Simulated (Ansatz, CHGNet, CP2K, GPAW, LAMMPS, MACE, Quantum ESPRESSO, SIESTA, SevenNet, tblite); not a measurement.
## Amorphous 73P2O5-20PbO-7Al2O3 (mol %) (88 atoms) in tblite

How do the settings of tblite change the result for amorphous 73P2O5-20PbO-7Al2O3 (mol %) (88 atoms)? A plane-wave run serves as the yardstick.

Program: tblite 0.8.0. Level of theory: the method is named at each step. Results are calculated unless marked as measured.

### 1. Set-up

The cell holds 88 atoms: 22 P, 3 Pb, 2 Al and 61 O. Cell: a = 10.812 Å, b = 10.812 Å, c = 10.812 Å, α = 90.0°, β = 90.0°, γ = 90.0°. 88 atoms (22 P, 3 Sr, 2 Al, 61 O) placed at random at 2.63 g/cm³, melted at 5000 K for 10 ps at fixed volume with the Morse and Coulomb pair potential with partial charges (Pedone, Malavasi, Menziani, Cormack and Segre, J. Phys. Chem. B 110, 11780 (2006)). Quenched from 5000 K to 300 K at 10 K/ps and fixed volume, held 10 ps at zero pressure, then minimised at fixed cell. Then Sr was replaced by Pb and the cell scaled by 1.008 (the potential has no terms for the new elements, so the cell is a start for a DFT relaxation).

The yardstick, on the same geometry:

```
method                                           : Kohn-Sham DFT, PBE, SSSP efficiency 1.3.0 pseudopotentials, plane waves (Quantum ESPRESSO 7.5); sssp-pbe-1.3.0-efficiency, cutoffs 60/480 Ry, Γ point
r.m.s. force component                           : 1.327 eV/Å
longest force                                    : 5.957 eV/Å
pressure                                         : -1.484 GPa
gap (highest filled to lowest empty level) : 0.8821 eV
time                                             : 3.6 min on 4 MPI ranks of Arm Neoverse V2, shared host
CPU time                                         : 14 min
```

### 2. GFN1-xTB

Method: GFN1-xTB tight binding, diagonalisation.

Contents of run.py:

```python
import numpy as np
from ase.io import read
from tblite.ase import TBLite

atoms = read("structure.xyz")
atoms.calc = TBLite(method="GFN1-xTB", electronic_temperature=580, accuracy=1.0, max_iterations=250, mixer_damping=0.4, verbosity=1)
energy = atoms.get_potential_energy()
forces = atoms.get_forces()
print(f"energy {energy:.6f} eV")
print("forces (eV/A)")
for i, (a, f) in enumerate(zip(atoms, forces)):
    print(f"{i:4d} {a.symbol:2s} {f[0]:10.5f} {f[1]:10.5f} {f[2]:10.5f}")
stress = -atoms.get_stress(voigt=False) * 160.21766
print("stress (GPa, compression positive)")
for row in stress:
    print(" ".join(f"{x:10.4f}" for x in row))
print("charges (e)")
print(np.array2string(atoms.get_charges(), precision=4, suppress_small=True, max_line_width=110, threshold=100000))
```

Contents of structure.xyz:

```xyz
88
Lattice="10.81220 0.00000 0.00000 0.00000 10.81220 0.00000 0.00000 0.00000 10.81220" Properties=species:S:1:pos:R:3 pbc="T T T"
P 8.84654 2.12395 3.80092
P 5.76993 4.99502 5.73133
P 9.93101 8.64479 0.76475
P 9.96269 4.23784 0.03200
P 2.52011 10.10897 4.61919
P 5.74258 1.32558 7.58043
P 2.00491 5.03416 7.39457
P 1.93052 1.33152 0.50980
P 9.86711 6.52776 4.89685
P 8.72253 2.15466 6.92575
P 0.06628 0.04336 2.77171
P 4.08907 3.32800 3.69583
P 3.77573 5.40837 9.92787
P 6.91700 9.35180 0.53704
P 0.55175 8.61030 8.78362
P 8.50250 4.97977 2.60401
P 9.58415 5.08292 7.76846
P 2.06275 7.16243 5.17483
P 2.05789 4.34304 1.43759
P 8.53926 9.28671 4.61292
P 5.89719 3.10743 10.10887
P 2.13400 2.20655 5.91535
Pb 6.81255 8.06666 7.66607
Pb 4.15556 9.29049 9.73660
Pb 5.32079 7.53524 3.21977
Al 0.59954 0.97083 8.34280
Al 6.17852 1.35888 2.11292
O 9.73390 2.75754 0.19440
O 10.46318 8.64998 10.10616
O 5.35280 10.68105 7.68574
O 10.42145 7.46204 1.51663
O 5.84053 8.39730 0.98294
O 0.65565 4.50771 0.36956
O 3.41136 4.04074 2.49394
O 9.14474 7.88836 5.02465
O 2.20796 8.72263 5.35085
O 7.04674 5.31560 2.54671
O 9.22281 5.90206 3.63712
O 6.85818 9.49873 9.83651
O 9.11587 4.91155 1.17799
O 5.96228 2.44031 0.66722
O 1.27130 10.29667 3.66761
O 0.69295 2.30581 5.36588
O 1.12112 0.84119 1.75147
O 0.00605 7.74597 7.68196
O 6.69372 10.70408 1.21702
O 7.58292 1.48743 3.23317
O 3.04472 6.78487 4.12139
O 9.09468 3.59808 7.39760
O 1.90241 8.11553 9.25719
O 2.76046 5.11179 8.74653
O 2.99941 2.67797 4.58351
O 1.12090 1.23443 10.03210
O 0.57251 6.89267 4.78786
O 0.48482 4.97361 7.69537
O 8.47709 6.14101 7.94891
[... 28 atom lines left out ...]
O 3.17187 0.48785 0.33010
O 4.73704 4.17124 10.07297
O 3.77778 9.89457 3.84460
O 4.50674 6.68129 9.66827
```

The run is started by

```bash
$ OMP_NUM_THREADS=1 python run.py > output.txt
```

Log:

```text
------------------------------------------------------------
  cycle        total energy    energy error   density error
------------------------------------------------------------
      1     -330.3441585231  -3.3161576E+02   1.0448632E+00
      2     -316.8237012803   1.3520457E+01   1.0642264E+00
      3     -335.9899498811  -1.9166249E+01   6.0960219E-01
      4     -353.5278147495  -1.7537865E+01   3.2723349E-01
      5     -356.4927976744  -2.9649829E+00   1.0047154E-01
      6     -356.5922763723  -9.9478698E-02   4.5508858E-02
      7     -356.5667264871   2.5549885E-02   4.1335230E-02
      8     -356.6617346074  -9.5008120E-02   2.4198005E-02
      9     -356.6797925210  -1.8057914E-02   1.2720822E-02
     10     -356.6874809713  -7.6884504E-03   7.4620456E-03
     11     -356.6909855184  -3.5045471E-03   2.2659251E-03
     12     -356.6911496113  -1.6409292E-04   1.2805353E-03
     13     -356.6913063881  -1.5677673E-04   2.4723015E-04
     14     -356.6913063080   8.0025131E-08   1.7048862E-04
     15     -356.6913084100  -2.1019183E-06   8.6039126E-05
     16     -356.6913087565  -3.4650600E-07   4.4953416E-05
     17     -356.6913088542  -9.7725831E-08   3.4880220E-05
     18     -356.6913088994  -4.5195179E-08   2.7225304E-05
     19     -356.6913089137  -1.4287366E-08   1.7207855E-05
------------------------------------------------------------
 total:                                   3.444 sec
energy -9706.064898 eV
forces (eV/A)
   0 P    -2.73144   -1.11623   -1.54220
   1 P     2.51640   -1.27834    4.91481
   2 P     1.67064   -4.11091    0.80242
   3 P     2.82412   -5.66643    0.01333
   4 P     2.87728    1.69000   -1.06523
   5 P    -5.09716    0.29359   -2.48100
   6 P    -0.36147   -2.24304   -1.27996
   7 P     1.54101   -1.02253   -1.93793
   8 P    -0.77342    0.38619    1.94011
   9 P     0.36335   -1.34248    2.67100
  10 P     0.16375   -2.24124   -0.40714
  11 P     0.87893    0.70948   -0.16373
  12 P     2.21190    1.00980    0.92337
  13 P    -1.65910    0.58974   -1.47986
  14 P     1.66310   -2.21804   -3.07429
  15 P    -4.15288    0.58737   -1.92073
  16 P    -2.19576    2.65686    1.98133
  17 P     2.73780   -0.33359   -2.67628
  18 P    -4.09183   -0.61497    3.59760
  19 P    -2.37949    3.18713   -0.79142
  20 P     5.03661    0.33555   -0.20079
  21 P    -6.35763   -0.55454   -0.60808
  22 Pb    0.44869   -0.07775   -0.58424
  23 Pb   -0.83997   -0.06873   -0.10730
[...]
80 O     0.59259   -0.23173   -0.18535
  81 O     1.07321   -2.88492   -0.44603
  82 O    -2.34198   -1.11354   -3.14110
  83 O    -1.51549    0.32429   -1.17716
  84 O     0.18713    0.19497    0.54961
  85 O    -1.96439    1.07563   -0.41454
  86 O    -0.56058   -0.07035    0.42721
  87 O    -0.94237   -0.64635    0.65095
stress (GPa, compression positive)
   -1.1381     0.5122     0.7805
    0.5122     0.8522    -0.1264
    0.7805    -0.1264    -0.8698
charges (e)
[ 0.5757  0.5368  0.546   0.5572  0.5527  0.5489  0.5697  0.5541  0.5678  0.5742  0.5795  0.556   0.5607
  0.5456  0.5416  0.563   0.585   0.5638  0.57    0.5422  0.5515  0.5859  1.0116  0.9789  0.9605  0.7433
  0.7493 -0.3859 -0.2142 -0.3961 -0.3773 -0.4054 -0.2924 -0.2617 -0.1729 -0.1802 -0.3019 -0.117  -0.4106
 -0.1419 -0.3174 -0.1754 -0.4797 -0.2271 -0.4517 -0.3189 -0.2689 -0.3091 -0.1325 -0.4469 -0.1142 -0.1918
 -0.3117 -0.1328 -0.1866 -0.3029 -0.3556 -0.3859 -0.2925 -0.1999 -0.4941 -0.1327 -0.5031 -0.1847 -0.1337
 -0.3651 -0.3571 -0.2185 -0.3868 -0.3073 -0.141  -0.4513 -0.0906 -0.3951 -0.1133 -0.3834 -0.1933 -0.1703
 -0.1871 -0.2009 -0.2159 -0.1991 -0.2147 -0.2568 -0.3816 -0.1722 -0.3471 -0.3157]
```

The job ended after 3.9 s (1 thread of Arm Neoverse V2, shared host; peak memory 0.12 GiB).

Banners, paths, timers and routine set-up lines are dropped from the logs unmarked, and long logs keep their key lines alone; longer cuts are marked.

Against the reference:

* r.m.s. force component: 1.498 eV/Å
* r.m.s. difference of force components: 440.9 meV/Å
* longest difference of force vectors: 1643 meV/Å
* force difference over r.m.s. force: 33.21 %
* slope of forces against the reference's: 1.082
* correlation of force components: 0.9585
* pressure: -0.3852 GPa
* pressure difference: 1.099 GPa

Length of the force difference by element (eV/Å):

```csv
element,atoms,mean,most
Al,2,0.56,0.79
O,61,0.57,1.2
P,22,1.0,1.6
Pb,3,0.59,0.62
```

A closer look about O63, whose charge lies farthest from its element's mean: 11 atoms, nearest first, numbered in the order of the input, with positions taken from that point.

```csv
atom,x,y,z,distance (Å),Mulliken charge (e),Fx,Fy,Fz (eV/Å)
O63,0.00,0.00,0.00,0.00,-0.50,0.10,0.03,-0.13
P2,-1.27,0.81,0.10,1.51,0.54,2.52,-1.28,4.91
O83,-2.19,0.17,-1.05,2.43,-0.21,-2.34,-1.11,-3.14
O72,-1.01,2.29,-0.17,2.51,-0.45,-0.09,2.94,-1.62
O61,-2.01,0.74,1.42,2.57,-0.49,-0.51,0.10,-0.69
O49,2.05,-0.59,1.76,2.77,-0.13,-0.45,0.77,-0.45
O73,1.78,-2.13,-0.28,2.79,-0.09,0.46,0.17,-0.68
P10,1.68,-2.03,1.29,2.94,0.57,0.36,-1.34,2.67
O71,0.23,-2.51,1.68,3.03,-0.14,3.53,0.60,-0.75
O62,1.76,-0.62,-2.41,3.05,-0.13,1.23,-0.71,0.89
O79,2.70,1.38,0.43,3.06,-0.19,0.04,0.65,-2.57
```

Atoms are counted from 1 here, from 0 in the log.

Forces lie 33 % from the reference's, at 0.0046 times its CPU time (on 1 against 4 cores).

### 3. IPEA1-xTB

Method: IPEA1-xTB tight binding, diagonalisation.

run.py: that of step 2 with these lines changed.

```diff
@@ -5,3 +5,3 @@
 atoms = read("structure.xyz")
-atoms.calc = TBLite(method="GFN1-xTB", electronic_temperature=580, accuracy=1.0, max_iterations=250, mixer_damping=0.4, verbosity=1)
+atoms.calc = TBLite(method="IPEA1-xTB", electronic_temperature=580, accuracy=1.0, max_iterations=250, mixer_damping=0.4, verbosity=1)
 energy = atoms.get_potential_energy()
```

structure.xyz is that of step 2.

Log:

```text
------------------------------------------------------------
  cycle        total energy    energy error   density error
------------------------------------------------------------
      1     -336.8532035401  -3.3835004E+02   8.4418269E-01
      2     -330.1907886527   6.6624149E+00   7.8918882E-01
      3     -340.3540624069  -1.0163274E+01   5.1603891E-01
      4     -354.3512774849  -1.3997215E+01   1.4606724E-01
      5     -355.4855560966  -1.1342786E+00   7.9037525E-02
      6     -355.7519837254  -2.6642763E-01   4.7235450E-02
      7     -355.9351852498  -1.8320152E-01   2.0892526E-02
      8     -355.9581216737  -2.2936424E-02   6.9300298E-03
      9     -355.9575180654   6.0360829E-04   5.0411144E-03
     10     -355.9601493933  -2.6313279E-03   1.7468481E-03
     11     -355.9603744681  -2.2507480E-04   6.2278503E-04
     12     -355.9603813265  -6.8583790E-06   3.8862643E-04
     13     -355.9603947668  -1.3440302E-05   1.6791615E-04
     14     -355.9603975781  -2.8113452E-06   3.4129817E-05
     15     -355.9603976517  -7.3549302E-08   1.5233584E-05
------------------------------------------------------------
 total:                                   4.416 sec
energy -9686.175790 eV
forces (eV/A)
   0 P    -1.82800   -0.60899   -0.85841
   1 P     1.41391   -0.57743    3.40117
   2 P     0.95735   -2.79519    0.55146
   3 P     2.41197   -3.61714    0.03030
   4 P     1.45803    0.89916   -0.49315
   5 P    -3.36148    0.31382   -1.47212
   6 P    -0.15519   -1.09984   -1.00406
   7 P     0.99457   -0.55915   -1.24554
   8 P    -0.29550    0.21448    1.45016
   9 P     0.24612   -0.84146    1.70796
  10 P     0.35266   -1.69196   -0.33092
  11 P     0.58965    0.88329   -0.09105
  12 P     1.40373    0.56019    0.55272
  13 P    -0.78499    0.31914   -1.12956
  14 P     1.34852   -1.65488   -1.71209
  15 P    -2.31280    0.35885   -1.25859
  16 P    -1.68400    2.04931    1.08944
  17 P     1.66217   -0.47998   -1.78953
  18 P    -3.19692   -0.48856    2.39595
  19 P    -0.92389    1.79401   -0.65423
  20 P     3.26333    0.41375   -0.22176
  21 P    -4.68271   -0.09640   -0.54824
  22 Pb    0.59074   -0.10126   -0.04240
  23 Pb   -0.11627   -0.84845   -0.07220
[...]
80 O     0.63954   -0.02150   -0.11803
  81 O     1.08597   -1.75950   -0.10976
  82 O    -1.76885   -0.82973   -2.53633
  83 O    -0.53289   -0.23199   -0.74210
  84 O     1.05138   -0.33780    0.42226
  85 O    -1.37997    0.43594   -0.49232
  86 O     0.64680   -0.29644   -0.23705
  87 O    -0.76489    0.54040    0.70126
stress (GPa, compression positive)
   -6.0354     0.7161     0.9101
    0.7161    -4.8323    -0.2247
    0.9101    -0.2247    -6.7182
charges (e)
[ 0.4966  0.3903  0.4446  0.448   0.4598  0.4396  0.4908  0.4502  0.4801  0.492   0.4978  0.453   0.4722
  0.436   0.4059  0.4784  0.4931  0.4768  0.4696  0.4326  0.4405  0.4766  0.8068  0.7835  0.7595  0.3345
  0.3737 -0.2973 -0.1717 -0.2773 -0.2992 -0.2873 -0.232  -0.2093 -0.1469 -0.1453 -0.2333 -0.1119 -0.2924
 -0.1295 -0.2396 -0.1469 -0.3527 -0.175  -0.3309 -0.2432 -0.2147 -0.2539 -0.1311 -0.3295 -0.1103 -0.1711
 -0.2454 -0.1266 -0.1491 -0.2555 -0.2767 -0.3107 -0.2353 -0.1598 -0.3615 -0.1151 -0.36   -0.1511 -0.1205
 -0.2812 -0.2848 -0.1728 -0.2813 -0.2222 -0.1287 -0.3239 -0.1021 -0.2926 -0.1109 -0.3077 -0.1571 -0.1501
 -0.1566 -0.1666 -0.1698 -0.1589 -0.1797 -0.2039 -0.2778 -0.1487 -0.2609 -0.2442]
```

Wall time 4.9 s (1 thread); peak memory 0.13 GiB.

Against the reference:

| Quantity | Value |
| --- | --- |
| r.m.s. force component | 1.139 eV/Å |
| r.m.s. difference of force components | 494.2 meV/Å |
| longest difference of force vectors | 1813 meV/Å |
| force difference over r.m.s. force | 37.23 % |
| slope of forces against the reference's | 0.799 |
| correlation of force components | 0.931 |
| pressure | -5.862 GPa |
| pressure difference | -4.378 GPa |

Against the first run (33 %), the force difference from the reference is 37 %, at 1.2 times the CPU time.

### 4. Side by side

Differences are against the plane-wave reference, forces as r.m.s. over components; share is that over the reference's r.m.s. force, slope the least-squares factor from reference forces to these. Total energies of different programs have different zeros and aren't compared.

```csv
run,"Δ force, r.m.s. (meV/Å)",share (%),slope,Δ pressure (GPa),cores,CPU time,memory (GiB)
reference,-,-,-,-,4,14 min,4.1
tblite GFN1-xTB,441,33.2,1.082,1.10,1,3.9 s,0.12
tblite IPEA1-xTB,494,37.2,0.799,-4.38,1,4.9 s,0.13
```

CPU time is summed over cores on a shared host, where runs went side by side, so it is rough. Symmetry, cutoffs, thresholds, outputs and thread counts weren't matched or tuned between programs; memory under MPI is the largest rank's times the ranks.

### 5. Summary of results

- nearest in forces: tblite GFN1-xTB, 33 %
- its CPU time: 3.9 s

In words: Tight binding differs by 33 % (tblite GFN1-xTB) to 37 % (tblite IPEA1-xTB); it is another model, with fitted parameters of its own, and the xTB methods hold dispersion. IPEA1-xTB was fitted to ionisation energies and electron affinities, not to forces or charges. Of the electronic-structure runs that take under half the reference's CPU time, tblite GFN1-xTB comes nearest, at 33 % in 3.9 s against 14 min. Periodic xTB results under one method name differ between programs and library versions. The reference's pressure holds the uncorrected Pulay stress of its 60 Ry basis, so small pressure differences, and their order, may be the reference's own error. The quench rate of 10 K/ps is many orders above laboratory rates, so the cell is likely richer in defects and strain than a real sample. The network of bonds at the start is that of the classical potential that made the cell, and needn't be the one that DFT or experiment would give. The electronic-structure runs sample only Γ, in a cell whose shortest periodic width is 11 Å. Spin–orbit coupling is left out, which matters for the levels of the heavy elements.

[Also dropped from logs without a mark: logging warnings of Python, and SIESTA's first energy breakdown and zero terms.]

[Logs are printed without paths, hosts, clocks, repeated set-up lines and the standing remarks that a program may print on its own settings, such as how far it seeks lower states.]

[Hosts, paths, dates, database ids (printed as entryN), source tags and the programs' standing remarks are cut or masked in the printed files.]
